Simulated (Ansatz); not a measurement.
# Optical response of EuMnSbF

What colour and refractive index does EuMnSbF have at this level of theory?

Method: DFT, PBE, plane-wave PAW, default files, scalar-relativistic, independent-particle optical response without local fields, in Ansatz 0.2.0.

In doubt: warnings of the run leave room for a lower electronic state, so energies may not be the lowest and differences between runs may mislead.

### 1. The structure

The structure is tetragonal, space group P4/nmm (No. 129). Conventional cell: a = 4.312 Å, b = 4.312 Å, c = 9.436 Å, α = 90.00°, β = 90.00°, γ = 90.00°. Eu has 4 F at 2.53 Å nearest. Nearest to Sb lie 4 Mn at 2.75 Å. Mn has 4 Sb at 2.75 Å and 4 Mn at 3.05 Å nearest. Nearest to F lie 4 Eu at 2.53 Å. Farther neighbours and most contacts between anions are not listed.

### 2. Spectrum

The spectrum is a sum over vertical transitions between filled and empty bands at the fixed density, so many empty bands are needed.

File input.yaml:

```yaml
crystal:
  lattice:
    - [4.31203, 0.0, 0.0]
    - [0.0, 4.31203, 0.0]
    - [0.0, 0.0, 9.43557]
  atoms:
    - { symbol: Eu, position: [0.0, 0.5, 0.86046], spin: 7.0 }
    - { symbol: Eu, position: [0.5, 0.0, 0.13954], spin: 7.0 }
    - { symbol: Sb, position: [0.5, 0.0, 0.68097] }
    - { symbol: Sb, position: [0.0, 0.5, 0.31903] }
    - { symbol: Mn, position: [0.5, 0.5, 0.5], spin: 4.0 }
    - { symbol: Mn, position: [0.0, 0.0, 0.5], spin: 4.0 }
    - { symbol: F, position: [0.0, 0.0, 0.0] }
    - { symbol: F, position: [0.5, 0.5, 0.0] }
magnetization:
  spin_polarized: true
kpoints:
  mp_grid: { grid: [5, 5, 3] }
scf:
  occupations: { method: fermi_dirac, width: 0.05 }
hamiltonian:
  xc: pbe
  pseudopotentials: { kind: paw }
output:
  optics:
    e_range: [0, 14]
    de: 0.05
    sigma: 0.1
    nscf_kmesh: { grid: [6, 6, 4] }
    bands: { spectra_wanted_up_to: 14 }
```

Run with:

```sh
ansatz run input.yaml --threads 4 --pin off --max-ram 8192MiB --backend cpu --events-out ev --progress --plain --runs-dir out
```

Numbers of over 12 decimals in the logs are rounded to 6 here.

The program printed:

```text
Engine: ansatz 0.2.0, x86_64-unknown-linux-gnu
Pseudopotentials: kind: paw
Pseudopotential: Eu, paw, valence charge 17, recommended cutoff 420 eV (normal), Eu.paw.azcp
Pseudopotential: Sb, paw, valence charge 15, recommended cutoff 420 eV (normal), Sb.paw.azcp
Pseudopotential: Mn, paw, valence charge 15, recommended cutoff 420 eV (normal), Mn.paw.azcp
Pseudopotential: F, paw, valence charge 7, recommended cutoff 420 eV (normal), F.paw.azcp
Functional definition: PBE
  parameter kappa = 0.804
  parameter beta = 0.066725
  exchange = pbe_x(kappa = kappa, mu = beta*pi^2/3)
  correlation = pbe_c(beta = beta)
Crystal: 8 atoms, lattice volume = 175.441 Å³
Basis set: ecut = 420 eV, 3423 PW (Γ)
Bands: 78, of which v1, the nominal top of the filled ones, is band 54 counted from 1 (53 counted from 0)
Symmetry: 16 space group operations
Space group: P4/nmm (ITA 129), of the structure as read, at distance tolerance 5.6e-5 Å
Magnetic group: BNS 129.411 (UNI 1071), of the structure as read, at distance tolerance 5.6e-5 Å
k-points: 12 of 75
Non-local potential: Eu, projectors of the file, l = 0: 3, l = 1: 2, l = 2: 2, l = 3: 3
Non-local potential: Sb, projectors of the file, l = 0: 2, l = 1: 2, l = 2: 2, l = 3: 2
Non-local potential: Mn, projectors of the file, l = 0: 3, l = 1: 2, l = 2: 3, l = 3: 1
Non-local potential: F, projectors of the file, l = 0: 2, l = 1: 2, l = 2: 1
PAW form: soft (Blöchl's): semilocal exchange-correlation on the pseudo side does not see the compensation charge
PAW one-centre angular grid: Eu, 590 points (default); XC on 64 Gauss nodes
PAW one-centre angular grid: Sb, 590 points (default); XC on 64 Gauss nodes
PAW one-centre angular grid: Mn, 590 points (default); XC on 64 Gauss nodes
PAW one-centre angular grid: F, 110 points (default); XC on 64 Gauss nodes
Initial density: superposition of atomic densities (chi_scale 0.1, normalization cell, long waves of neutral atoms (reshape's long-wave potential 6.94 eV rms, cloud 1.96 Å wide))
Starting moments: Σ|m| = 22 μB on 4 of 8 sites
Initial wavefunctions: pseudopotential atomic-orbital guess
Functional: x = pbe(κ = 0.804, μ = 0.219515), c = pbe(β = 0.066725)
SCF iter   1: F=—  HF=-39933.883462 eV  |F-HF|=—  |Δ(HF+E_count)|=         —  Δρ=1.70e-1 (↑1.42e-1 ↓1.70e-1)  dr2=3.21e2  dr2_m=2.23e0  M=18.053 μB ∫|m|=18.777 μB  β_m=0.30  ethr=3.10e-3  ⟨swp⟩=6.5  Hψ=7203  notcnv=0  defer=13
Mixer restart at iter 1: flushing history
preconditioner: auto → Kerker (q_TF=auto, 2.516 Å⁻¹)  [metal: Δε(μ)=0.021 eV  Ē_g=9.776 eV  σ=0.050 eV  W_gap=0.10  n_scr=54 (ndim 8)  ℏωp=23.1 eV  f_vac=0.000  D(μ)=15.98/eV (n_scr^D=192)]
spin=Collinear: Kerker preconditioning applied to the charge; magnetization (m = ρ↑ − ρ↓) channel mixes plain (no charge-response kernel on spin).
SCF iter   2: F=—  HF=-39926.493246 eV  |F-HF|=—  |Δ(HF+E_count)|=    7.39e0  Δρ=3.31e-2 (↑2.72e-2 ↓3.31e-2)  dr2=2.67e1  dr2_m=3.09e-1  M=19.538 μB ∫|m|=19.910 μB  β_m=0.30  ethr=3.10e-3  ⟨swp⟩=4.0  Hψ=5138  notcnv=0  defer=168
SCF iter   3: F=—  HF=-39925.631393 eV  |F-HF|=—  |Δ(HF+E_count)|=   8.62e-1  Δρ=2.13e-2 (↑1.91e-2 ↓2.13e-2)  dr2=1.97e1  dr2_m=1.81e-1  M=19.649 μB ∫|m|=20.041 μB  β_m=0.47  ethr=3.10e-3  ⟨swp⟩=2.1  Hψ=3077  notcnv=0  defer=180
SCF iter   4: F=—  HF=-39923.294490 eV  |F-HF|=—  |Δ(HF+E_count)|=    2.34e0  Δρ=1.29e-2 (↑1.29e-2 ↓1.21e-2)  dr2=5.93e0  dr2_m=4.89e-2  M=20.191 μB ∫|m|=20.617 μB  β_m=0.58  ethr=3.10e-3  ⟨swp⟩=3.8  Hψ=3791  notcnv=0  defer=183
SCF iter   5: F=—  HF=-39923.112957 eV  |F-HF|=—  |Δ(HF+E_count)|=   1.82e-1  Δρ=1.57e-2 (↑1.20e-2 ↓1.57e-2)  dr2=1.40e0  dr2_m=1.50e-1  M=21.159 μB ∫|m|=21.519 μB  β_m=0.75  ethr=3.10e-3  ⟨swp⟩=3.2  Hψ=2707  notcnv=0  defer=188
SCF iter   6: F=—  HF=-39923.532448 eV  |F-HF|=—  |Δ(HF+E_count)|=   4.19e-1  Δρ=1.27e-2 (↑1.27e-2 ↓4.75e-3)  dr2=2.96e-1  dr2_m=5.22e-2  M=21.991 μB ∫|m|=22.293 μB  β_m=0.90  ethr=1.30e-3  ⟨swp⟩=4.3  Hψ=4222  notcnv=0  defer=175
SCF iter   7: F=—  HF=-39923.547291 eV  |F-HF|=—  |Δ(HF+E_count)|=   1.48e-2  Δρ=4.38e-3 (↑3.74e-3 ↓4.38e-3)  dr2=6.65e-2  dr2_m=2.07e-2  M=21.882 μB ∫|m|=22.209 μB  β_m=0.81  ethr=2.74e-4  ⟨swp⟩=3.3  Hψ=3943  notcnv=0  defer=181
SCF iter   8: F=—  HF=-39923.548298 eV  |F-HF|=—  |Δ(HF+E_count)|=   1.01e-3  Δρ=3.20e-3 (↑3.20e-3 ↓1.96e-3)  dr2=3.46e-2  dr2_m=6.30e-3  M=21.876 μB ∫|m|=22.204 μB  β_m=0.91  ethr=6.16e-5  ⟨swp⟩=3.5  Hψ=3417  notcnv=0  defer=179
SCF iter   9: F=—  HF=-39923.545208 eV  |F-HF|=—  |Δ(HF+E_count)|=   3.09e-3  Δρ=2.20e-3 (↑2.20e-3 ↓1.05e-3)  dr2=2.48e-2  dr2_m=1.26e-3  M=21.899 μB ∫|m|=22.225 μB  β_m=0.73  ethr=3.20e-5  ⟨swp⟩=2.4  Hψ=3219  notcnv=0  defer=179
[...]
SCF iter  30: F=—  HF=-39923.560591 eV  |F-HF|=—  |Δ(HF+E_count)|=   1.22e-7  Δρ=2.61e-6 (↑2.61e-6 ↓2.19e-6)  dr2=6.96e-8  dr2_m=4.54e-9  M=5.473 μB ∫|m|=22.083 μB  β_m=0.99  ethr=7.63e-10  ⟨swp⟩=2.2  Hψ=2555  notcnv=0  defer=232
SCF iter  31: F=—  HF=-39923.560591 eV  |F-HF|=—  |Δ(HF+E_count)|=   7.03e-9  Δρ=8.83e-7 (↑8.83e-7 ↓5.88e-7)  dr2=1.13e-8  dr2_m=1.84e-10  M=5.473 μB ∫|m|=22.083 μB  β_m=1.00  ethr=6.44e-11  ⟨swp⟩=2.1  Hψ=2801  notcnv=0  defer=232
SCF iter  32: F=—  HF=-39923.560591 eV  |F-HF|=—  |Δ(HF+E_count)|=   1.03e-9  Δρ=1.28e-6 (↑1.28e-6 ↓7.70e-7)  dr2=4.91e-9  dr2_m=7.32e-10  M=5.473 μB ∫|m|=22.083 μB  β_m=0.83  ethr=1.05e-11  ⟨swp⟩=2.0  Hψ=2956  notcnv=0  defer=232
SCF iter  33: F=—  HF=-39923.560591 eV  |F-HF|=—  |Δ(HF+E_count)|=  4.22e-10  Δρ=4.39e-7 (↑4.39e-7 ↓2.70e-7)  dr2=5.80e-10  dr2_m=1.18e-10  M=5.473 μB ∫|m|=22.083 μB  β_m=0.91  ethr=4.55e-12  ⟨swp⟩=2.0  Hψ=2961  notcnv=0  defer=232
SCF iter  34: F=—  HF=-39923.560591 eV  |F-HF|=—  |Δ(HF+E_count)|=  5.82e-11  Δρ=2.65e-7 (↑2.60e-7 ↓2.65e-7)  dr2=2.96e-10  dr2_m=1.72e-11  M=5.473 μB ∫|m|=22.083 μB  β_m=0.70  ethr=1.00e-12  ⟨swp⟩=2.0  Hψ=2659  notcnv=0  defer=232
SCF iter  35: F=—  HF=-39923.560591 eV  |F-HF|=—  |Δ(HF+E_count)|=  8.73e-11  Δρ=5.17e-8 (↑4.83e-8 ↓5.17e-8)  dr2=1.90e-11  dr2_m=1.50e-12  M=5.473 μB ∫|m|=22.083 μB  β_m=0.81  ethr=1.00e-12  ⟨swp⟩=2.0  Hψ=2233  notcnv=0  defer=232
SCF iter  36: F=—  HF=-39923.560591 eV  |F-HF|=—  |Δ(HF+E_count)|=  1.46e-11  Δρ=3.36e-8 (↑3.36e-8 ↓2.65e-8)  dr2=8.98e-12  dr2_m=1.14e-13  M=5.473 μB ∫|m|=22.083 μB  β_m=0.91  ethr=1.00e-12  ⟨swp⟩=1.0  Hψ=1872  notcnv=0  defer=232
SCF iter  37: F=—  HF=-39923.560591 eV  |F-HF|=—  |Δ(HF+E_count)|=    0.00e0  Δρ=3.18e-8 (↑3.09e-8 ↓3.18e-8)  dr2=5.90e-12  dr2_m=1.51e-13  M=5.473 μB ∫|m|=22.083 μB  β_m=0.81  ethr=1.00e-12  ⟨swp⟩=1.0  Hψ=1872  notcnv=0  defer=232
SCF iter  38: F=—  HF=-39923.560591 eV  |F-HF|=—  |Δ(HF+E_count)|=    0.00e0  Δρ=1.38e-8 (↑1.38e-8 ↓3.71e-9)  dr2=6.44e-13  dr2_m=8.84e-14  M=5.473 μB ∫|m|=22.083 μB  β_m=0.90  ethr=1.00e-12  ⟨swp⟩=1.0  Hψ=1872  notcnv=0  defer=232
SCF iter  39: F=-39923.560591 eV  HF=-39923.560591 eV  |F-HF|=1.46e-11  |Δ(HF+E_count)|=    0.00e0  Δρ=4.36e-8 (↑4.36e-8 ↓7.62e-9)  dr2=7.26e-12  dr2_m=6.74e-13  M=5.473 μB ∫|m|=22.083 μB  ethr=1.00e-12  ⟨swp⟩=10.5  Hψ=7703  notcnv=0
SCF 1 converged in 39 iterations: F = -39923.560591 eV  dr2 = 7.26e-12
  greatest PAW one-centre occupation: 1.002 electrons in one spin orbital (limit 2), on the Mn atom at site 5 (counted from 0), in its partial waves of l = 1
WARN: an SCF from ferrimagnetic starting moments (7.00, 7.00, 0.00, 0.00, 4.00, -4.00, 0.00, 0.00 Bohr magnetons, atom by atom) was not made, by what the run has read of turns of its moments that order reads lower: the deck asks for what bars it, or types moments that do (magnetization.spin_polarized, in the input reference, names some of the keys), or the run goes by scf.lower_state_search: light, the default, which as a rule tries one only behind a close that has lost an order of both signs, or on which an open d or half-filled 4f shell of a PAW file has lost a moment that was set nearer to Hund's than to what is left; [rest of the remark cut]
NSCF: frozen V_eff on 30 k-points
WARN: output.optics: on 1 of the rows wanted, those up to 14.000 eV, the energy-loss function is not bounded in the bands left out, and is left empty along some axis. In full: what the bands over the 125 summed would add to eps1, eps2 and the energy-loss function is held between a lower and an upper bound (10 Lanczos steps). eps1, eps2 and their loss function (loss_summed_bands) are given on every row as the summed b [...]
SCF converged after 39 iterations
Magnetization: 5.4727 μB (56.7363 up, 51.2637 down)
Absolute magnetization: 22.0904 μB (∫|ρ↑−ρ↓|, with the PAW one-centre terms)
Spin contamination: 8.3894 ħ² per cell (⟨S²⟩ above its minimum at these occupations)
Per-site moments (μB) at R_I (Å): [(6.613782, 1.042078), (6.613782, 1.042078), (0.00966815, 1.134498), (0.00966815, 1.134498), (-3.809144, 1.134498), (-3.809144, 1.134498), (-0.013759, 1.042078), (-0.013759, 1.042078)]
Free energy (F): -39923.560591 eV
Harris-Foulkes:  -39923.560591 eV  (|F-HF|=1.46e-11)
Internal energy: -39923.493454 eV  (E = F + TS)
E sigma→0 (E₀):  -39923.527022 eV
Entropy (-TS):   -0.067137 eV (-8.392 meV/atom)
Fermi energy:    11.002471 eV
--- Per-component energies (eV) ---
  E_band       = -933.600313
  E_kinetic    = 2132.151960
  E_local      = -12844.252520  (includes V_loc(G=0)·N_el)
  E_nonlocal   = 2322.075671
  E_hartree    = 5366.424086
  E_xc         = -1015.430981
  E_vxc        = -1089.961998  (∫ρ·V_xc dr)
  E_paw        = -24942.802779  (= ΣΔE_a)
  E_vpaw       = -2186.465695  (= ΣTr[D̂ρ^β])
  E_aug_tail   = 0.004090  (compensation charges beyond the density's cutoff)
  E_ewald      = -10941.662980
  E_smearing   = -0.067137  (= −TS)
  E_closure    = 0.000000  (closes the sum)
  Σ components = -39923.560591   (vs F -39923.560591, Δ=0.00e0)
--- Band table (eV; the first three rows and the last of 24) ---
  k-point 0 ↑: bands = [... 50 lower, 10.7357, 10.7491, 10.7555, 10.7649, 10.7649, 10.7934, 10.7934, 11.0890, ... 20 higher]
  k-point 1 ↑: bands = [... 50 lower, 10.7235, 10.7479, 10.7479, 10.7548, 10.7753, 10.8076, 10.8076, 11.2011, ... 20 higher]
  k-point 2 ↑: bands = [... 50 lower, 10.7341, 10.7626, 10.7749, 10.7852, 10.7874, 10.7954, 10.8805, 11.2137, ... 20 higher]
  k-point 11 ↓: bands = [... 50 lower, 10.0336, 10.3069, 13.5796, 13.7199, 13.9299, 13.9837, 14.8320, 14.9918, ... 20 higher]
```

Run time: 58 min. Hardware: 4 threads of Intel Xeon at 2.50GHz (Skylake/Cascade Lake), shared host; peak memory 4.6 GiB; 58 min of CPU time.

In the SCF lines HF is the Harris–Foulkes energy and dr2 the Hartree energy of the density residual, in eV; the loop may stop once dr2 is under the threshold and the program's other checks hold. Hψ counts applications of the Hamiltonian.

This step gave:

| Property | Result |
| --- | --- |
| magnetization | 5.473 μB |
| absolute magnetization | 22.09 μB |
| site moments | 6.614, 6.614, 0.009668, 0.009668, -3.809, -3.809, -0.01376, -0.01376 μB |
| main peak of the optical conductivity above 1 eV, first axis | 5.299 eV |
| Drude plasma energy, first axis | 2.764 eV |
| bands summed | 125 |
| spectra valid up to | 21.24 eV |
| program's estimate of the k-sum error in Im epsilon | 0.05 % |
| electrons in the f-sum | 51.95 |

The Im ε has structure finer than the step of the table below, so its rows give means over 0.5 eV, whole bins alone (the curve runs from 0.3 to 14 eV). Peaks (eV: height): E ∥ x or y 0.40: 23.9, 3.25: 13.1, 5.30: 8.46; E ∥ z 0.40: 20.1, 3.00: 14.1, 4.90: 11.3.

Im ε against photon energy; means over each step:

```csv
photon energy (eV),E ∥ x or y,E ∥ z
1.0,7.73,5.91
1.5,3.26,2.08
2.0,4.07,3.58
2.5,9.22,6.50
3.0,10.6,12.8
3.5,11.0,12.2
4.0,7.91,9.04
4.5,5.48,6.52
5.0,6.94,9.75
5.5,7.42,6.85
6.0,5.54,6.82
6.5,3.88,4.21
7.0,2.97,2.56
7.5,2.56,2.23
8.0,1.90,2.06
8.5,1.88,1.77
9.0,1.97,2.08
9.5,2.02,1.82
10.0,1.94,1.70
10.5,1.72,1.40
11.0,1.68,1.31
11.5,1.24,0.983
12.0,0.963,0.884
12.5,0.871,0.836
13.0,0.665,0.681
13.5,0.564,0.614
```

Re ε against photon energy:

```csv
photon energy (eV),E ∥ x or y,E ∥ z
0.5,-21.4,8.56
1.0,-3.56,4.27
1.5,5.30,8.67
2.0,8.34,11.8
2.5,7.52,12.6
3.0,7.77,8.88
3.5,1.09,2.65
4.0,0.461,0.135
4.5,0.507,2.07
5.0,1.75,-0.261
5.5,-0.912,-1.32
6.0,-1.62,-2.15
6.5,-2.35,-3.70
7.0,-1.34,-1.90
7.5,-1.26,-1.27
8.0,-0.754,-0.768
8.5,-0.252,-0.386
9.0,0.00202,-0.0870
9.5,-0.203,-0.504
10.0,-0.153,-0.407
10.5,-0.362,-0.493
11.0,-0.230,-0.184
11.5,-0.602,-0.411
12.0,-0.261,-0.0590
12.5,-0.156,0.0335
13.0,-0.133,-0.00325
13.5,0.127,0.246
14.0,0.179,0.236
```

The refractive index n and extinction k by photon energy:

```csv
photon energy (eV),"n, E ∥ x or y","k, E ∥ x or y","n, E ∥ z","k, E ∥ z"
0.5,2.03,5.05,3.78,2.39
1.0,1.73,2.56,2.44,1.29
1.5,2.38,0.615,2.96,0.342
2.0,2.93,0.513,3.47,0.463
2.5,3.21,1.66,3.61,0.640
3.0,3.24,1.64,3.57,1.97
3.5,2.44,2.21,2.82,2.30
4.0,2.08,1.97,2.12,2.09
4.5,1.70,1.55,2.07,1.48
5.0,2.09,1.62,2.27,2.32
5.5,1.79,2.03,1.63,1.99
6.0,1.41,1.90,1.61,2.18
6.5,1.03,1.84,0.965,2.15
7.0,0.973,1.51,0.805,1.59
7.5,0.906,1.44,0.819,1.39
8.0,0.779,1.17,0.869,1.23
8.5,0.922,1.05,0.843,1.05
9.0,0.975,0.974,1.04,1.08
9.5,0.951,1.05,0.838,1.10
10.0,0.954,1.03,0.832,1.05
10.5,0.830,1.03,0.697,0.989
11.0,0.864,0.988,0.744,0.859
11.5,0.600,0.981,0.525,0.828
12.0,0.612,0.797,0.642,0.686
12.5,0.600,0.719,0.643,0.616
13.0,0.510,0.627,0.570,0.573
13.5,0.591,0.472,0.667,0.445
14.0,0.599,0.423,0.641,0.418
```

Values under 1 per cm are given as 1. Table of absorption coefficient by photon energy:

```csv
photon energy (eV),E ∥ x or y (1/cm),E ∥ z (1/cm)
0.500,2.6e5,1.2e5
1.000,2.6e5,1.3e5
1.500,93521,52069
2.000,1.0e5,93934
2.500,4.2e5,1.6e5
3.000,5.0e5,6.0e5
3.500,7.8e5,8.2e5
4.000,8.0e5,8.5e5
4.500,7.1e5,6.8e5
5.000,8.2e5,1.2e6
5.500,1.1e6,1.1e6
6.000,1.2e6,1.3e6
6.500,1.2e6,1.4e6
7.000,1.1e6,1.1e6
7.500,1.1e6,1.1e6
8.000,9.5e5,1.0e6
8.500,9.0e5,9.0e5
9.000,8.9e5,9.8e5
9.500,1.0e6,1.1e6
10.000,1.0e6,1.1e6
10.500,1.1e6,1.1e6
11.000,1.1e6,9.6e5
11.500,1.1e6,9.7e5
12.000,9.7e5,8.3e5
12.500,9.1e5,7.8e5
13.000,8.3e5,7.6e5
13.500,6.5e5,6.1e5
14.000,6.0e5,5.9e5
```

The loss function −Im 1/ε at q → 0 has structure finer than the step of the table below, so its rows give means over 0.25 eV, whole bins alone (the curve runs from 0.3 to 14 eV). Peaks (eV: height): E ∥ x or y 1.250: 0.302, 13.300: 1.78; E ∥ z 13.100: 1.62.

Loss function −Im 1/ε at q → 0 against energy loss; means over each step:

```csv
energy loss (eV),E ∥ x or y,E ∥ z
0.50,0.0241,0.0467
0.75,0.0643,0.0764
1.00,0.107,0.102
1.25,0.239,0.0593
1.50,0.0942,0.0268
1.75,0.0743,0.0227
2.00,0.0426,0.0223
2.25,0.0401,0.0354
2.50,0.0631,0.0286
2.75,0.0707,0.0368
3.00,0.0622,0.0520
3.25,0.0703,0.0648
3.50,0.0912,0.0753
3.75,0.113,0.0890
4.00,0.124,0.113
4.25,0.152,0.140
4.50,0.185,0.143
4.75,0.155,0.0983
5.00,0.136,0.0963
5.25,0.121,0.117
5.50,0.134,0.146
5.75,0.147,0.150
6.00,0.168,0.133
6.25,0.170,0.131
6.50,0.196,0.139
6.75,0.250,0.197
7.00,0.280,0.256
7.25,0.304,0.307
7.50,0.316,0.340
7.75,0.371,0.409
8.00,0.465,0.419
8.25,0.520,0.464
8.50,0.516,0.540
8.75,0.532,0.546
9.00,0.517,0.459
9.25,0.471,0.461
9.50,0.495,0.511
9.75,0.514,0.571
10.00,0.508,0.552
10.25,0.517,0.576
10.50,0.563,0.651
10.75,0.607,0.753
11.00,0.575,0.761
11.25,0.547,0.668
11.50,0.671,0.936
11.75,0.866,1.14
12.00,0.961,1.13
12.25,1.03,1.13
12.50,1.11,1.23
12.75,1.18,1.23
13.00,1.49,1.50
13.25,1.75,1.59
13.50,1.70,1.43
13.75,1.60,1.38
```

Optical constants at common wavelengths, from n + ik = √ε:

```csv
wavelength (nm),n xy,k xy,R (%) xy,1/α xy,n z,k z,R (%) z,1/α z
1064,1.29,1.784,38.7,48 nm,2.38,0.657,19.7,129 nm
800,2.50,0.672,21.3,95 nm,3.00,0.374,25.6,170 nm
633,2.81,0.528,24.0,95 nm,3.41,0.409,30.5,123 nm
532,3.51,1.243,35.8,34 nm,3.35,0.858,31.9,49 nm
365,2.61,2.272,42.6,13 nm,3.11,2.158,42.3,13 nm
308,2.06,1.984,38.1,12 nm,2.09,2.054,39.3,12 nm
193,1.11,1.896,44.8,8.1 nm,1.11,2.197,52.3,7.0 nm
```

A polished face would reflect 33 % of daylight and look faintly blue-green (CIE x = 0.292, y = 0.323 under D65).

### 3. Outcome

```yaml
main_peak_of_the_optical_conductivity_above_1_ev_first_axis: 5.30 eV
drude_plasma_energy_first_axis: 2.76 eV
```

At this level (PBE, independent particles) EuMnSbF is a metal with a Drude plasma energy of 2.8 eV along x, 2.8 eV along y and 0.5 eV along z; it reflects 34 % at 550 nm for E ∥ x. Along x the bare Drude plasma energy is 2.8 eV; Re ε first rises through zero at 1.24 eV, far lower, because interband transitions screen the carriers. Im ε is 3.4 there, so the loss peak at that energy is weak. A polished face would reflect 33 % of daylight and look faintly blue-green (CIE x = 0.292, y = 0.323 under D65). The carriers' part of the response depends strongly on the k-mesh. Open f shells are treated without a Hubbard term, which puts f bands too near the Fermi level. Spin-orbit coupling is left out although heavy atoms are present. The magnetic state comes from one start and need not be the lowest. The Fermi-Dirac width of 0.05 eV acts as an electron temperature of 580 K in the carriers' term.

[Logs are printed without paths, hosts, clocks, repeated set-up lines and the standing remarks that a program may print on its own settings, such as how far it seeks lower states.]

[Hosts, paths, dates, database ids (printed as entryN), source tags and the programs' standing remarks are cut or masked in the printed files.]
